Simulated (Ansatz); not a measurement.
# Sc on Cr(110): change of the work function

Aim: the work function of Cr(110) at several coverages of Sc (longbridge site), and the dipole that each adsorbate carries.

Program: Ansatz 0.2.0. Level of theory: plane-wave DFT, PBE, Ansatz PAW, in the first sound run; inputs show where later runs differ. Values are calculated unless marked as measured.

This is a report of a sequence of runs, with the program logs left out and the cost of each run kept.

## Step 1: The structure

The cell holds 4 atoms: 4 Cr. Cell: a = 2.494 Å, b = 2.494 Å, c = 24.109 Å, α = 90.0°, β = 90.0°, γ = 70.5°. Vacuum lies along c.

As a file:

```cif
data_structure
_symmetry_space_group_name_H-M 'P 1'
_symmetry_Int_Tables_number 1
_cell_length_a 2.4942
_cell_length_b 2.4942
_cell_length_c 24.1094
_cell_angle_alpha 90.000
_cell_angle_beta 90.000
_cell_angle_gamma 70.529
_cell_volume 141.40
loop_
_atom_site_label
_atom_site_type_symbol
_atom_site_fract_x
_atom_site_fract_y
_atom_site_fract_z
_atom_site_occupancy
Cr1 Cr 0.00000 0.00000 0.37330 1
Cr2 Cr 0.50000 0.50000 0.45777 1
Cr3 Cr 0.00000 0.00000 0.54223 1
Cr4 Cr 0.50000 0.50000 0.62670 1
```

## Step 2: The clean slab

The bare slab comes first, as the zero from which every change is counted. The two lowest layers are held at bulk places and the upper ones relax. The dipole correction removes the false field that a one-sided slab makes across the periodic vacuum, so each face gets a flat vacuum level of its own.

input.yaml

```yaml
crystal:
  lattice:
    - [2.0364675298, -1.44, 0.0]
    - [2.0364675298, 1.44, 0.0]
    - [0.0, 0.0, 24.1094025895]
  atoms:
    - { symbol: Cr, position: [0.0, 0.0, 0.3732983415] }
    - { symbol: Cr, position: [0.5, 0.5, 0.4577661138] }
    - { symbol: Cr, position: [0.0, 0.0, 0.5422338862] }
    - { symbol: Cr, position: [0.5, 0.5, 0.6267016585] }
kpoints:
  mp_grid: { grid: [13, 13, 1] }
hamiltonian:
  xc: pbe
scf:
  occupations: { method: fermi_dirac, width: 0.1 }
  convergence: { dr2_threshold: 1.0e-08 }
efield:
  axis: 3
  dipole_correction: true
  ramp_position: 0.97
  ramp_width: 0.06
relax:
  f_tol: 0.02
  max_steps: 60
  constraints: [{ sites: [0, 1] }]
output:
  write_potential: true
  write_density: true
  volumetric_format: npy
```

The run is started by

```
$ ansatz run input.yaml --threads 4 --pin off --max-ram 6144MiB --backend cpu --events-out ev --progress --plain --runs-dir out
```

The job ended after 22 s (4 threads of Arm Neoverse V2, shared host; peak memory 0.57 GiB).

This run has no spin polarisation, although Cr can carry a moment.

Step by step:

```tsv
step	energy less that of the first step (eV)	largest force component (eV/Å)
1	0.0000	0.7151
2	-0.0438	0.3257
3	-0.0532	0.0088
```

The run keeps the 4 symmetry operations that the program found, so distortions that break them were not tested.

The atoms that moved most (Å):

```tsv
atom	dx	dy	dz	length
Cr4	0.000	0.000	-0.160	0.160
Cr3	0.000	0.000	-0.027	0.027
```

The relaxed structure:

```cif
data_structure
_symmetry_space_group_name_H-M 'P 1'
_symmetry_Int_Tables_number 1
_cell_length_a 2.4942
_cell_length_b 2.4942
_cell_length_c 24.1094
_cell_angle_alpha 90.000
_cell_angle_beta 90.000
_cell_angle_gamma 70.529
_cell_volume 141.40
loop_
_atom_site_label
_atom_site_type_symbol
_atom_site_fract_x
_atom_site_fract_y
_atom_site_fract_z
_atom_site_occupancy
Cr1 Cr 0.00000 0.00000 0.37330 1
Cr2 Cr 0.50000 0.50000 0.45777 1
Cr3 Cr 0.00000 0.00000 0.54113 1
Cr4 Cr 0.50000 0.50000 0.62007 1
```

Read from the output:

```
energy at zero smearing        : -13508.4922 eV
work function, upper face      : 4.777 eV
work function, lower face      : 4.921 eV
dipole along the normal        : 0.004661 e·Å
step between the vacuum levels : -0.1438 eV
```

Running mean over 2.036 Å of the planar mean; the ramp of the sawtooth is left out. Electron's electrostatic potential energy less the Fermi level against z:

```tsv
z (Å)	electron's electrostatic potential energy less the Fermi level (eV)
3.0	4.92
3.5	4.92
4.0	4.92
4.5	4.92
5.0	4.91
5.5	4.89
6.0	4.82
6.5	4.59
7.0	3.86
7.5	1.36
8.0	-3.33
8.5	-7.78
9.0	-9.55
9.5	-9.75
10.0	-9.81
10.5	-9.89
11.0	-9.96
11.5	-10.1
12.0	-10.2
12.5	-10.2
13.0	-10.2
13.5	-10.8
14.0	-11.1
14.5	-10.6
15.0	-9.68
15.5	-7.47
16.0	-2.88
16.5	1.65
17.0	3.84
17.5	4.49
18.0	4.69
18.5	4.75
19.0	4.77
19.5	4.77
20.0	4.78
20.5	4.78
21.0	4.78
```

The relaxation took 3 steps and lowered the energy by 0.053 eV; the largest force on the free atoms ends at 0.0088 eV/Å.

The work function of the upper face is 4.78 eV.

## Step 3: The covered slab, coverage 0.25 ML

System of this step: Sc/Cr(110). The cell holds 17 atoms: 16 Cr and 1 Sc. Its edges and angles: a = 4.988 Å, b = 4.988 Å, c = 26.857 Å, α = 90.0°, β = 90.0°, γ = 70.5°. Vacuum lies along c.

The clean slab as it ended is repeated in the plane and the adsorbate is set on one face; the cell's size fixes the coverage, and the k-mesh shrinks with it to keep the sampling density about even. Adsorbate and upper layers relax, since the dipole depends on the height.

input.yaml

```yaml
crystal:
  lattice:
    - [4.0729350596, -2.88, 0.0]
    - [4.0729350596, 2.88, 0.0]
    - [0.0, 0.0, 26.8569066838]
  atoms:
    - { symbol: Cr, position: [0.0, 0.0, 0.3351093298] }
    - { symbol: Cr, position: [0.25, 0.25, 0.4109359152] }
    - { symbol: Cr, position: [0.0, 0.0, 0.4857721129] }
    - { symbol: Cr, position: [0.25, 0.25, 0.5566341471] }
    - { symbol: Cr, position: [0.0, 0.5, 0.3351093298] }
    - { symbol: Cr, position: [0.25, 0.75, 0.4109359152] }
    - { symbol: Cr, position: [0.0, 0.5, 0.4857721129] }
    - { symbol: Cr, position: [0.25, 0.75, 0.5566341471] }
    - { symbol: Cr, position: [0.5, 0.0, 0.3351093298] }
    - { symbol: Cr, position: [0.75, 0.25, 0.4109359152] }
    - { symbol: Cr, position: [0.5, 0.0, 0.4857721129] }
    - { symbol: Cr, position: [0.75, 0.25, 0.5566341471] }
    - { symbol: Cr, position: [0.5, 0.5, 0.3351093298] }
    - { symbol: Cr, position: [0.75, 0.75, 0.4109359152] }
    - { symbol: Cr, position: [0.5, 0.5, 0.4857721129] }
    - { symbol: Cr, position: [0.75, 0.75, 0.5566341471] }
    - { symbol: Sc, position: [0.0, 0.0, 0.6648906702] }
kpoints:
  mp_grid: { grid: [7, 7, 1] }
hamiltonian:
  xc: pbe
scf:
  occupations: { method: fermi_dirac, width: 0.1 }
  convergence: { dr2_threshold: 1.0e-08 }
efield:
  axis: 3
  dipole_correction: true
  ramp_position: 0.97
  ramp_width: 0.06
relax:
  f_tol: 0.02
  max_steps: 60
  constraints: [{ sites: [0, 1, 4, 5, 8, 9, 12, 13] }]
output:
  bader: true
  dos: { projected: true, e_range: [-8, 4] }
  write_potential: true
  write_density: true
  volumetric_format: npy
  elf: true
```

Elapsed: 7.7 min, on 4 threads; peak memory 2.8 GiB; 30 min of CPU time.

The steps of the relaxation:

```tsv
step	energy less that of the first step (eV)	largest force component (eV/Å)
1	0.0000	2.3155
2	-0.5336	2.3976
3	-1.0394	2.1348
4	-1.4381	1.2565
5	-1.5692	0.1922
6	-1.5787	0.0650
7	-1.5810	0.0201
8	-1.5810	0.0134
```

The run keeps the 4 symmetry operations that the program found, so distortions that break them were not tested.

The atoms that moved most (Å):

```tsv
atom	dx	dy	dz	length
Sc17	0.000	0.000	-0.809	0.809
Cr16	0.016	0.000	0.088	0.090
Cr4	-0.016	0.000	0.088	0.090
Cr12	0.000	0.026	0.002	0.026
Cr8	0.000	-0.026	0.002	0.026
Cr3	0.000	0.000	-0.013	0.013
Cr7	0.000	0.000	-0.011	0.011
Cr11	0.000	0.000	-0.011	0.011
```

The relaxed structure:

```xyz
17
Lattice="4.0729 -2.8800 0.0000 4.0729 2.8800 0.0000 0.0000 0.0000 26.8569" Properties=species:S:1:pos:R:3
Cr    0.0000    0.0000    9.0000
Cr    2.0365    0.0000   11.0365
Cr    0.0000    0.0000   13.0333
Cr    2.0205    0.0000   15.0378
Cr    2.0365    1.4400    9.0000
Cr    4.0729    1.4400   11.0365
Cr    2.0365    1.4400   13.0350
Cr    4.0729    1.4139   14.9511
Cr    2.0365   -1.4400    9.0000
Cr    4.0729   -1.4400   11.0365
Cr    2.0365   -1.4400   13.0350
Cr    4.0729   -1.4139   14.9511
Cr    4.0729    0.0000    9.0000
Cr    6.1094    0.0000   11.0365
Cr    4.0729    0.0000   13.0466
Cr    6.1253    0.0000   15.0378
Sc    0.0000    0.0000   17.0477
```

Read from the output:

| Property | Result |
| --- | --- |
| energy at zero smearing | -56170.2608 eV |
| work function, upper face | 2.404 eV |
| work function, lower face | 4.878 eV |
| dipole along the normal | 0.3207 e·Å |
| step between the vacuum levels | -2.474 eV |

Running mean over 2.036 Å of the planar mean; the ramp of the sawtooth is left out. Electron's electrostatic potential energy less the Fermi level against z:

z (Å), electron's electrostatic potential energy less the Fermi level (eV) and a bar from the least value:
```
      3.5        4.9 ##############################
      4.0        4.9 ##############################
      4.5        4.9 ##############################
      5.0        4.9 ##############################
      5.5        4.8 ##############################
      6.0        4.8 ##############################
      6.5        4.5 #############################
      7.0        3.8 ############################
      7.5        1.4 #######################
      8.0       -3.3 ##############
      8.5       -7.8 #####
      9.0       -9.5 ##
      9.5       -9.7 ##
     10.0       -9.8 #
     10.5       -9.9 #
     11.0       -9.9 #
     11.5      -10.1 #
     12.0      -10.2 
     12.5      -10.2 #
     13.0      -10.0 #
     13.5      -10.3 
     14.0      -10.5 
     14.5      -10.2 #
     15.0       -9.6 ##
     15.5       -8.3 ####
     16.0       -5.3 ##########
     16.5       -2.5 ################
     17.0       -1.3 ##################
     17.5       -1.0 ###################
     18.0        0.0 ####################
     18.5        1.2 #######################
     19.0        1.9 ########################
     19.5        2.2 #########################
     20.0        2.3 #########################
     20.5        2.4 #########################
     21.0        2.4 #########################
     21.5        2.4 #########################
     22.0        2.4 #########################
     22.5        2.4 #########################
     23.0        2.4 #########################
     23.5        2.4 #########################
```

The density of states has structure finer than the step of the table below, so its rows give means over 0.25 eV. Peaks (eV: height): -2.200: 45.5, -1.920: 68.5, -1.860: 47.2, -1.680: 34.9, -1.350: 37.6, -1.170: 37.0, 0.870: 47.7.

Density of states against energy, zero at the Fermi level; means over each step:

```tsv
energy (eV)	density of states (states/eV a cell)
-7.50	0
-7.25	0.640
-7.00	0.857
-6.75	0.933
-6.50	0.941
-6.25	1.01
-6.00	1.60
-5.75	2.02
-5.50	1.88
-5.25	3.02
-5.00	2.57
-4.75	2.38
-4.50	5.17
-4.25	7.12
-4.00	12.2
-3.75	16.3
-3.50	14.7
-3.25	23.4
-3.00	18.1
-2.75	17.1
-2.50	12.2
-2.25	31.8
-2.00	36.8
-1.75	32.8
-1.50	26.1
-1.25	31.7
-1.00	29.3
-0.75	23.3
-0.50	16.4
-0.25	19.0
0.00	18.5
0.25	23.3
0.50	28.1
0.75	37.6
```

Projected DOS per atom over height of the atomic layer and energy from the Fermi level. Layers: Cr4 Cr4 Cr4 Cr4 Sc from below.

Ten even steps from '_' (0.00 states/eV) to '@' (2.42 states/eV), each cell a mean:
```
@@@@@@####
##++==++##
++::::++##
++::::++++
@@====**--
@@****@@--
%%****%%--
**@@@@%%==
::==++--__
==++====__
--****==__
::++++::__
..----..__
__....____
__________
__________
__________
__________
__________
__________
__________
__________
```
Columns: height of the atomic layer (Å) from 9 to 17.0; rows upwards: energy from the Fermi level (eV) from -7.96 to 0.945.

ELF in the ca plane at fractional y = 0.000, with atoms of Cr and Sc within 0.2 Å of it. It is the smooth field of the valence electrons, not physical close to the nuclei.

Values, 7 rows by 16 columns, each cell a mean:
```
0.35 0.53 0.35 0.36 0.36 0.55 0.32 0.39 0.41 0.60 0.16 0.19 0.09 0.01 0.00 0.00
0.31 0.26 0.38 0.33 0.35 0.26 0.39 0.37 0.39 0.16 0.12 0.17 0.06 0.01 0.00 0.00
0.29 0.42 0.35 0.34 0.31 0.43 0.34 0.33 0.50 0.31 0.19 0.10 0.02 0.00 0.00 0.00
0.48 0.70 0.35 0.40 0.46 0.74 0.34 0.37 0.44 0.37 0.20 0.07 0.02 0.00 0.00 0.00
0.26 0.31 0.36 0.33 0.30 0.32 0.36 0.33 0.51 0.23 0.17 0.12 0.03 0.00 0.00 0.00
0.28 0.28 0.37 0.33 0.32 0.28 0.37 0.38 0.35 0.30 0.11 0.18 0.07 0.01 0.00 0.00
0.43 0.65 0.35 0.38 0.42 0.69 0.32 0.41 0.43 0.53 0.19 0.18 0.10 0.01 0.00 0.00
```
Columns run along c (16.0 Å, from fractional 0.30 to 0.90 of the cell), rows up along a (5.0 Å). Atoms in or near the plane, at fractional coordinates: Cr at (0.34, 0.00), Cr at (0.49, 0.00), Cr at (0.34, 0.50), Cr at (0.49, 0.50), Sc at (0.63, 0.00).

Electrostatic potential energy in the ca plane at fractional y = 0.000, with atoms of Cr and Sc within 0.2 Å of it. With pseudopotentials it is smooth inside the atoms' cores, unlike the true potential.

Ten even steps from '0' (-38 eV) to '9' (7 eV), each cell a mean:
```
62001589999720005899997300047899999999999999
85324899889863247998998632468999999999999999
98778998889987789988899877789999999999999999
98778998889987789988899999999999999999999999
85224799889863247998999999999999999999999999
62001589999720005899999999999999999999999999
61000589999720004899999999999999999999999999
73102689899841026899999999999999999999999999
97556898889975568998899999999999999999999999
98888998889998889988899988889999999999999999
97557898889976568998899755678999999999999999
73002689899841016899998510157899999999999999
61000589999720004899997200037899999999999999
```
Columns run along c (16.0 Å, from fractional 0.30 to 0.90 of the cell; values clipped at the 3rd and 97th percentile), rows up along a (5.0 Å). Atoms in or near the plane, at fractional coordinates: Cr at (0.34, 0.00), Cr at (0.49, 0.00), Cr at (0.34, 0.50), Cr at (0.49, 0.50), Sc at (0.63, 0.00).

Valence density in the ca plane at fractional y = 0.000, with atoms of Cr and Sc within 0.2 Å of it. It is the smooth field of the valence electrons, not physical close to the nuclei.

Ten steps, logarithmic in the rise over the least value, from '0' (0 e/Å³) to '9' (19 e/Å³), each cell a mean:
```
26897321112258973221112577741000000000000000
13554222222235542222222345420000000000000000
11222112222222222222221112100000000000000000
11222112222222222222211100000000000000000000
13564222222235642222211000000000000000000000
26897321112258973221111000000000000000000000
26997321112269984221111000000000000000000000
14775222222247763222111000000000000000000000
12332212222223432222211100000000000000000000
11222112222122222222221111000000000000000000
12332212222223432222221233310000000000000000
14775222222247763222212466631000000000000000
26997321112269984221112577741000000000000000
```
Columns run along c (16.0 Å, from fractional 0.30 to 0.90 of the cell), rows up along a (5.0 Å). Atoms in or near the plane, at fractional coordinates: Cr at (0.34, 0.00), Cr at (0.49, 0.00), Cr at (0.34, 0.50), Cr at (0.49, 0.50), Sc at (0.63, 0.00).

The relaxation took 8 steps and lowered the energy by 1.6 eV; the largest force on the free atoms ends at 0.013 eV/Å.

By hand: a sheet of dipoles makes a step −p/(ε₀A) in the electron's potential. With e/ε₀ = 180.95 V·Å, p = 0.3207 e·Å and A = 23.46 Å², that is −180.95 × (0.3207) / 23.46 = -2.474 eV, and the two vacuum levels of the run differ by -2.474 eV.

The covered face has 2.40 eV, -2.37 eV against the clean one; the bare back face has moved by -0.04 eV, a measure of how thin the slab is.

## Step 4: The covered slab, coverage 0.5 ML

System of this step: Sc/Cr(110). The cell holds 18 atoms: 16 Cr and 2 Sc. Its edges and angles: a = 4.988 Å, b = 4.988 Å, c = 26.857 Å, α = 90.0°, β = 90.0°, γ = 70.5°. Vacuum lies along c.

Another coverage, to see how the dipoles act on each other as their distance changes.

Edit input.yaml of step 3 so:

```diff
@@ -23,2 +23,3 @@
     - { symbol: Sc, position: [0.0, 0.0, 0.6648906702] }
+    - { symbol: Sc, position: [0.5, 0.5, 0.6648906702] }
 kpoints:
@@ -45,2 +46 @@
   volumetric_format: npy
-  elf: true
```

Run time: 7.7 min. Hardware: 4 threads; peak memory 2.9 GiB; 30 min of CPU time.

Step by step:

```tsv
step	energy less that of the first step (eV)	largest force component (eV/Å)
1	0.0000	1.3779
2	-0.6728	1.3156
3	-1.2645	1.0122
4	-1.5658	0.3340
5	-1.6344	0.1118
6	-1.6365	0.0255
7	-1.6366	0.0060
```

The run keeps the 8 symmetry operations that the program found, so distortions that break them were not tested.

The atoms that moved most (Å):

```tsv
atom	dx	dy	dz	length
Sc18	0.000	0.000	-0.729	0.729
Sc17	0.000	0.000	-0.729	0.729
Cr4	0.000	0.000	0.109	0.109
Cr16	0.000	0.000	0.109	0.109
Cr11	0.000	0.000	-0.015	0.015
Cr7	0.000	0.000	-0.015	0.015
Cr8	0.000	0.000	0.012	0.012
Cr12	0.000	0.000	0.012	0.012
```

Numbers from this step:

```yaml
energy_at_zero_smearing: -58306.4650 eV
work_function_upper_face: 3.175 eV
work_function_lower_face: 4.897 eV
dipole_along_the_normal: 0.2233 e·Å
step_between_the_vacuum_levels: -1.722 eV
```

Running mean over 2.036 Å of the planar mean; the ramp of the sawtooth is left out. The electron's electrostatic potential energy less the Fermi level by z:

```tsv
z (Å)	electron's electrostatic potential energy less the Fermi level (eV)
4	4.90
5	4.89
6	4.80
7	3.84
8	-3.31
9	-9.53
10	-9.79
11	-9.94
12	-10.2
13	-9.99
14	-10.3
15	-9.67
16	-6.99
17	-5.33
18	-2.98
19	1.81
20	2.95
21	3.14
22	3.17
23	3.17
```

The density of states has structure finer than the step of the table below, so its rows give means over 0.25 eV. Peaks (eV: height): -2.410: 35.0, -2.200: 52.1, -1.950: 41.3, -1.860: 58.4, -1.680: 39.8, -1.170: 37.8, 0.300: 36.0.

Density of states against energy, zero at the Fermi level; means over each step:

energy (eV), density of states (states/eV a cell) and a bar:
```
    -7.50        0.0 
    -7.25        0.6 #
    -7.00        0.9 #
    -6.75        0.9 #
    -6.50        0.9 #
    -6.25        1.0 #
    -6.00        1.9 ##
    -5.75        2.0 ##
    -5.50        1.9 ##
    -5.25        3.0 ###
    -5.00        2.4 ##
    -4.75        2.5 ##
    -4.50        5.2 ####
    -4.25        7.5 ######
    -4.00       12.0 ##########
    -3.75       15.8 #############
    -3.50       16.0 #############
    -3.25       22.5 ###################
    -3.00       18.9 ################
    -2.75       19.0 ################
    -2.50       16.9 ##############
    -2.25       32.9 ############################
    -2.00       29.1 ########################
    -1.75       34.0 #############################
    -1.50       27.5 #######################
    -1.25       32.0 ###########################
    -1.00       29.7 #########################
    -0.75       22.9 ###################
    -0.50       19.8 #################
    -0.25       19.8 #################
     0.00       16.9 ##############
     0.25       24.8 #####################
     0.50       31.3 ##########################
     0.75       35.6 ##############################
```

Projected DOS per atom over height of the atomic layer and energy from the Fermi level. Layers: Cr4 Cr4 Cr4 Cr4 Sc2 from below.

Ten even steps from '0' (0.00 states/eV) to '9' (2.30 states/eV), each cell a mean:
```
99876
85568
62245
62357
94473
96792
87682
79982
24553
45441
36640
25520
13310
01110
00000
00000
00000
00000
00000
00000
00000
00000
```
Columns: height of the atomic layer (Å) from 9 to 17.1; rows upwards: energy from the Fermi level (eV) from -7.96 to 0.945.

The relaxation took 7 steps and lowered the energy by 1.6 eV; the largest force on the free atoms ends at 0.0060 eV/Å.

The covered face has 3.17 eV, -1.60 eV against the clean one; the bare back face has moved by -0.02 eV, a measure of how thin the slab is.

## Step 5: Work function against coverage

This step: plane-wave DFT, PBE, Ansatz PAW; work function against coverage (Ansatz 0.2.0).

The runs are now put side by side.

This step gave:

* work function of the clean face: 4.777 eV
* largest change of the work function: -2.373 eV

The work function of the covered face by coverage:

```tsv
coverage (adsorbates/nm²)	work function of the covered face (eV)
0.00	4.78
4.26	2.40
8.53	3.17
```

The dipole per adsorbate comes from the change of the cell's dipole. Coverage, by row:

```tsv
coverage (1/nm²)	coverage (ML)	work function (eV)	change (eV)	dipole per adsorbate, positive end outwards (debye)	mean height of the added atoms over the highest substrate atom (Å)
4.263	0.25	2.404	-2.373	1.451	2.01
8.525	0.5	3.175	-1.602	0.491	2.07
```

(Continued in part 2 of 2.)

[Long decimals in the printed logs are rounded to 6 places.]

[Logs are printed without paths, hosts, clocks, repeated set-up lines and the standing remarks that a program may print on its own settings, such as how far it seeks lower states.]

[Hosts, paths, dates, database ids (printed as entryN), source tags and the programs' standing remarks are cut or masked in the printed files.]

[Maps of the electrostatic potential energy from Ansatz leave out the sawtooth potential of an applied field or a dipole correction, so their vacuum need not be flat; planar profiles and work functions include it.]

[The density of states shown here was stored with 400 of the rows of the run's finer table, so its peaks can read low, often by over a quarter, or be missed, and its means over a window can be off by a tenth or more.]
